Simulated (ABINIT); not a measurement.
# Quasiparticle gap of Al2O3 (Corundum) in ABINIT, part 3 of 3

How does a plane-wave GW calculation on Al2O3 (Corundum) run from the first input to the gap?

ABINIT 10.8.3; PBE and many-body steps on it, plane waves. Known limits of the many-body steps: not at the basis limit.

So far. Step 4 (Empty states on the mesh, 4×4×4 mesh, 454 bands): On this mesh the gap is 6.266 eV. Step 5 (Screening, 4×4×4 mesh, 414 bands, screening to 201.4 eV): Local fields lower ε∞ by 7 %.

## 6. Self-energy, 4×4×4 mesh, 414 bands, screening to 201.4 eV

The self-energy is evaluated for the states that the input lists, and the levels follow from it, in one-shot runs by the linearised quasiparticle equation.

This step: G0W0 on PBE, plane waves, norm-conserving pseudopotentials.

Contents of run.abi:

```
acell 3*1.0 Angstrom
rprim 
  2.380249999995 1.374237978213 4.331866666707
  -2.380249999995 1.374237978213 4.331866666707
  -0.000000000000 -2.748475956495 4.331866666685
ntypat 2
znucl 13 8
natom 10
typat 1 1 1 1 2 2 2 2 2 2
xred 
  0.352160000000 0.352160000000 0.352160000000
  0.147840000000 0.147840000000 0.147840000000
  0.647840000000 0.647840000000 0.647840000000
  0.852160000000 0.852160000000 0.852160000000
  0.556680000000 0.943320000000 0.250000000000
  0.250000000000 0.556680000000 0.943320000000
  0.943320000000 0.250000000000 0.556680000000
  0.443320000000 0.056680000000 0.750000000000
  0.750000000000 0.443320000000 0.056680000000
  0.056680000000 0.750000000000 0.443320000000
pp_dirpath "pseudos"
pseudos "Al.upf, O.upf"
ecut 36
ngkpt 4 4 4
nshiftk 1
shiftk 0 0 0
kptopt 1
chksymbreak 0
istwfk *1
occopt 1
irdwfk 1
optdriver 4
nband 414
gwcalctyp 0
ecutsigx 36
symsigma 1
nkptgw 4
kptgw 
  0.0000000000 0.0000000000 0.0000000000
  0.5000000000 0.0000000000 0.0000000000
  0.5000000000 0.5000000000 0.0000000000
  0.5000000000 0.5000000000 0.5000000000
bdgw 
  22 26
  23 26
  23 26
  21 26
ecuteps 7.4
irdscr 1
ppmodel 1
indata_prefix "in"
outdata_prefix "out"
tmpdata_prefix "tmp"
```

Launch:

```sh
$ OMP_NUM_THREADS=1 mpirun -n 4 abinit run.abi > log
```

Numbers of over 12 decimals in the logs are rounded to 6 here.

The log of the run:

```text
.Version 10.8.3 of ABINIT. v10.8.2 released Aug 2026.

 Symmetries : space group R-3 c (#167); Bravais hR (rhombohedral)
[... echo of the input left out ...]
== DATASET  1 ==================================================================
-   mpi_nproc: 4, omp_nthreads: 1 (-1 if OMP is not activated)

--- !DatasetInfo
iteration_state: {dtset: 1, }
dimensions: {natom: 10, nkpt: 13, mband: 414, nsppol: 1, nspinor: 1, nspden: 1, mpw: 5940, }
cutoff_energies: {ecut:  36.0, pawecutdg:  -1.0, }
electrons: {nelect:   4.80000000E+01, charge:   0.00000000E+00, occopt:   1.00000000E+00, tsmear:   1.00000000E-02, }

 SIGMA: Calculation of the GW corrections

 Based on a program developped by R.W. Godby, V. Olevano, G. Onida, and L. Reining.
 Incorporated in ABINIT by V. Olevano, G.-M. Rignanese, and M. Torrent.
.Using double precision arithmetic ; gwpc =  8

[... cell and pseudopotentials left out ...]
--------------------------------------------------------------------------------

 ==== K-mesh for the wavefunctions ====
 Number of points in the irreducible wedge :    13
[... list of points left out ...]
 Together with 12 symmetry operations and time-reversal symmetry
 yields    64 points in the full Brillouin Zone.

 ==== Q-mesh for screening function ====
 Number of points in the irreducible wedge :    13
[... list of points left out ...]
 Together with 12 symmetry operations and time-reversal symmetry
 yields    64 points in the full Brillouin Zone.

 vcoul_init : cutoff-mode = AUXILIARY_FUNCTION
 q-points for optical limit:   1
     1)      0.000010    0.000020    0.000030
 setmesh: FFT mesh size selected  =    54x   54x   54
          total number of points  =       157464

 Number of electrons calculated from density =   48.0000; Expected =   48.0000
 average of density, n =  0.083663
 r_s =    1.4184
 omega_plasma =   27.9012 [eV]

 === KS Band Gaps ===
  >>>> For spin  1
   Minimum direct gap =   6.2663 [eV], located at k-point      :   0.0000  0.0000  0.0000
   Fundamental gap    =   6.2663 [eV], Top of valence bands at :   0.0000  0.0000  0.0000
                                       Bottom of conduction at :   0.0000  0.0000  0.0000
 SIGMA fundamental parameters:
 PLASMON POLE MODEL  1
 number of plane-waves for SigmaX                 5879
 number of plane-waves for SigmaC and W            551
 number of plane-waves for wavefunctions          5879
 number of bands                                   414
 number of independent spin polarizations            1
 number of spinorial components                      1
 number of k-points in IBZ                          13
 number of q-points in IBZ                          13
 number of symmetry operations                      12
 number of k-points in BZ                           64
 number of q-points in BZ                           64
 number of frequencies for dSigma/dE                 9
 frequency step for dSigma/dE [eV]                0.25
 number of omega for Sigma on real axis              0
 max omega for Sigma on real axis  [eV]           0.00
 zcut for avoiding poles [eV]                     0.10

 EPSILON^-1 parameters (SCR file):
 dimension of the eps^-1 matrix on file            551
 dimension of the eps^-1 matrix used               551
 number of plane-waves for wavefunctions          5879
 number of bands                                   414
 number of q-points in IBZ                          13
 number of frequencies                               2
 number of real frequencies                          1
 number of imag frequencies                          1

 matrix elements of self-energy operator (all in [eV])

 Perturbative Calculation

--- !SelfEnergy_ee
iteration_state: {dtset: 1, }
kpoint     : [   0.000,    0.000,    0.000, ]
spin       : 1
KS_gap     :    6.266
QP_gap     :    8.603
Delta_QP_KS:    2.337
data: !SigmaeeData |
     Band     E0 <VxcDFT>   SigX SigC(E0)      Z dSigC/dE  Sig(E)    E-E0       E
       22   5.137 -20.467 -25.963   3.858   0.813  -0.230 -21.799  -1.331   3.805
       23   5.137 -20.467 -25.963   3.858   0.813  -0.230 -21.799  -1.331   3.805
       24   5.182 -20.398 -25.833   3.809   0.814  -0.229 -21.721  -1.323   3.858
       25  11.448 -13.779  -8.892  -3.695   0.851  -0.176 -12.765   1.013  12.461
       26  14.369 -11.424  -6.101  -4.139   0.859  -0.164 -10.408   1.016  15.385

--- !SelfEnergy_ee
iteration_state: {dtset: 1, }
kpoint     : [   0.500,    0.000,    0.000, ]
spin       : 1
KS_gap     :    9.763
QP_gap     :   12.533
Delta_QP_KS:    2.770
data: !SigmaeeData |
     Band     E0 <VxcDFT>   SigX SigC(E0)      Z dSigC/dE  Sig(E)    E-E0       E
       23   4.912 -19.947 -25.625   3.938   0.812  -0.232 -21.360  -1.412   3.500
       24   4.912 -19.947 -25.625   3.938   0.812  -0.232 -21.360  -1.412   3.500
       25  14.675 -14.293  -8.635  -4.050   0.844  -0.185 -12.936   1.357  16.032
       26  14.675 -14.293  -8.635  -4.050   0.844  -0.185 -12.936   1.357  16.032

--- !SelfEnergy_ee
iteration_state: {dtset: 1, }
kpoint     : [   0.500,    0.500,    0.000, ]
spin       : 1
KS_gap     :    9.934
QP_gap     :   12.393
Delta_QP_KS:    2.459
data: !SigmaeeData |
     Band     E0 <VxcDFT>   SigX SigC(E0)      Z dSigC/dE  Sig(E)    E-E0       E
       23   4.445 -19.794 -25.507   3.934   0.812  -0.231 -21.239  -1.445   3.000
[...]
--- !SelfEnergy_ee
iteration_state: {dtset: 1, }
kpoint     : [   0.500,    0.500,    0.500, ]
spin       : 1
KS_gap     :    9.087
QP_gap     :   11.710
Delta_QP_KS:    2.622
data: !SigmaeeData |
     Band     E0 <VxcDFT>   SigX SigC(E0)      Z dSigC/dE  Sig(E)    E-E0       E
[...]
22   4.802 -20.109 -25.760   3.925   0.812  -0.231 -21.511  -1.402   3.400
       23   4.802 -20.109 -25.760   3.925   0.812  -0.231 -21.511  -1.402   3.400
       24   4.802 -20.109 -25.760   3.925   0.812  -0.231 -21.511  -1.402   3.400
       25  13.889 -13.834  -8.419  -3.974   0.847  -0.181 -12.614   1.220  15.109
       26  13.889 -13.834  -8.419  -3.974   0.847  -0.181 -12.614   1.220  15.109

== END DATASET(S) ==============================================================
================================================================================

 -outvars: echo values of variables after computation  --------
           etotal      0.0000000000E+00
            nband         414
             nkpt          13
          spgroup         167
 [... the other variables as echoed above ...]

 Calculation completed.
```

Run time: 8.5 min. Hardware: 4 MPI ranks of Arm Neoverse V1, shared host; peak memory 7.1 GiB; 34 min of CPU time.

Numbers from this step:

| Property | Result |
| --- | --- |
| G0W0 gap on the mesh | 8.603 eV |
| starting gap on the mesh | 6.266 eV |
| k of the valence top | 0, 0, 0 |
| k of the conduction bottom | 0, 0, 0 |
| Z at the valence top | 0.814 |
| Z at the conduction bottom | 0.851 |
| least direct G0W0 gap on the computed points | 8.603 eV |

The gap on the mesh goes from 6.27 eV to 8.60 eV, a correction of +2.34 eV.

Limits: finite bands, cutoff and mesh. v1 is the top filled band, c1 the lowest empty one. The levels before and after the correction (eV, zero at the valence-band top of each column):

```csv
,conduction bottom,valence top
Kohn-Sham,6.27,0.00
G0W0,8.60,0.00
```

```csv
,level,energy (eV)
Kohn-Sham,Γ v3-v2,-0.045
Kohn-Sham,Γ v1,0.000
Kohn-Sham,Γ c1,6.266
Kohn-Sham,Γ c2,9.188
G0W0,Γ v3-v2,-0.053
G0W0,Γ v1,0.000
G0W0,Γ c1,8.603
G0W0,Γ c2,11.527
```

## 7. Where the time went

Times are wall times on 4 MPI ranks of Arm Neoverse V1, shared host, good to a factor of about two.

```csv
step,time,share,memory (GiB)
ground state,85 s,2 %,0.47
bands along the symmetry lines,47 s,1 %,0.4
empty states on the mesh,15 min,25 %,0.91
screening,34 min,57 %,7.3
self-energy,8.5 min,14 %,7.1
```

## 8. Results

- PBE gap: 6.27 eV, direct
- G0W0 gap on the mesh: 8.60 eV
- GW settings: 4×4×4 mesh, 414 bands, screening to 201.4 eV, Godby-Needs plasmon pole
- known limits: not at the basis limit

In words: G0W0 moves the gap on the mesh from 6.27 eV to 8.60 eV (+2.34 eV), with Z of 0.81 and 0.85 at the edges. Local fields lower the RPA ε∞ on this mesh from 3.26 to 3.03. The dearest step here is «screening». Against experiment, by G0W0@PBE: the gap of 8.60 eV lies −0.10 eV from the measured 8.7 eV (optical, quoted 2018). An exciton line or allowed optical edge lies below the quasiparticle gap by the binding energy; a forbidden edge can push the onset above it. The calculation has static nuclei and no excitons; a measured gap holds zero-point and thermal motion, which mostly lowers it. Bands and cutoff are finite, so the gap is not at the basis limit. The miss can reach some tenths of an eV and take either sign; the mesh is an error of its own.

[Paths, hosts, dates, memory and timing lines, banners, echoed tables and standing remarks are left out of the program output.]

[Logs are printed without paths, hosts, clocks, repeated set-up lines and the standing remarks that a program may print on its own settings, such as how far it seeks lower states.]

[Runs of the session that timed out or met a known fault of the program may be left out.]

[Hosts, paths, dates, database ids (printed as entryN), source tags and the programs' standing remarks are cut or masked in the printed files.]

[G0W0 gaps are taken among the corrected bands and points alone; a level outside them can change the order at an edge.]

[Where Ansatz stands beside ABINIT at settings called matched, ABINIT's density can come from a denser mesh and the files from another edition; pairs whose starting gaps differed by over 0.03 eV were left out, so agreement reads better than it is.]
